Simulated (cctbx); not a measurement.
**Reading a Patterson map**

Space group Imma (no. 74), a = 6.6640 Å, b = 6.9510 Å, c = 9.5350 Å, α = 90.00°, β = 90.00°, γ = 90.00°, content Ag4 Ni8 F24.

The data are simulated with cctbx, not measured: Cu Kα, λ = 1.54184 Å, to d = 0.83 Å, 70 % of the full sphere, strongest reflection 40000 counts, noise from counting, a 1.5 % proportional error and a noise floor of 8 counts (s.d.); no absorption.

Patterson synthesis from sharpened amplitudes, origin scaled to 1000:

```text
Patterson group I m m m
      u       v       w   height  length (A)
  0.000   0.000   0.000   1000.0     0.00
  0.000   0.500   0.264    363.0     4.29
  0.000   0.252   0.367    311.3     3.91
  0.255   0.000   0.378    280.1     3.98
  0.000   0.500   0.000    252.0     3.48
  0.189   0.208   0.500    141.4     5.14
  0.000   0.000   0.292    138.3     2.78
  0.000   0.500   0.500    135.3     5.90
  0.225   0.271   0.247    131.3     3.37
  0.178   0.000   0.000     61.6     1.18
  0.000   0.115   0.314     54.8     3.10
  0.135   0.250   0.051     47.5     2.02
  0.140   0.177   0.148     45.8     2.09
  0.085   0.362   0.270     44.9     3.64
```

Q: Assign the vectors.

A peak at u stands for all pairs with xi − xj = u, with weight Σ ZiZj against Σ Z² = 17052 at the origin. Peak heights follow these weights only roughly, since form factors, motion and series ripples differ, all vectors within 0.55 Å of a peak are counted as merged into it though the farther ones add only part of their weight, and F(000) is left out, which lowers the whole map:

| u | v | w | shortest length (Å) | height | 1000 ΣZiZj/ΣZ² | pairs in the cell |
| --- | --- | --- | --- | --- | --- | --- |
| 0.000 | 0.500 | 0.264 | 4.02 | 363 | 316 | 2 × Ag–Ag, 12 × F–F |
| 0.000 | 0.252 | 0.367 | 3.91 | 311 | 486 | 4 × Ag–Ni, 12 × Ni–F |
| 0.255 | 0.000 | 0.378 | 3.98 | 280 | 427 | 4 × Ag–Ni, 8 × Ni–F |
| 0.000 | 0.500 | 0.000 | 3.48 | 252 | 382 | 8 × Ag–F, 4 × Ni–Ni |
| 0.189 | 0.208 | 0.500 | 2.90 | 141 | 198 | 8 × Ag–F |
| 0.000 | 0.000 | 0.292 | 2.78 | 138 | 198 | 8 × Ag–F |
| 0.000 | 0.500 | 0.500 | 3.33 | 135 | 184 | 4 × Ni–Ni |
| 0.225 | 0.271 | 0.247 | 3.37 | 131 | 283 | 4 × Ni–Ni, 4 × Ag–F |
| 0.178 | 0.000 | 0.000 | 1.19 | 62 | 0 | none within 0.55 Å |
| 0.000 | 0.115 | 0.314 | 3.10 | 55 | 0 | none within 0.55 Å |

The table stops at ten peaks or at a height of 45, below which ripples compete. In the model behind the data Ag, the heaviest element, has 1 independent site: (0, 1/4, 0.6313), up to an allowed shift of origin; the Ag–Ag vectors are differences of these positions and their symmetry mates. The whole model:

| atom | mult. | x | y | z | Ueq (Å²) |
| --- | --- | --- | --- | --- | --- |
| Ag1 | 4 | 0 | 1/4 | 0.6313 | 0.0288 |
| Ni1 | 4 | 0 | 0 | 0 | 0.0264 |
| Ni2 | 4 | 1/4 | 1/4 | 1/4 | 0.0236 |
| F1 | 16 | 0.1847 | 0.0452 | 0.1281 | 0.0226 |
| F2 | 4 | 1/2 | 3/4 | 0.4328 | 0.0298 |
| F3 | 4 | 0 | 3/4 | 0.6689 | 0.0301 |

This is a model crystal, built by substitution and not relaxed, with assumed displacement parameters.

[Logs are printed without paths, hosts, clocks, repeated set-up lines and the standing remarks that a program may print on its own settings, such as how far it seeks lower states.]
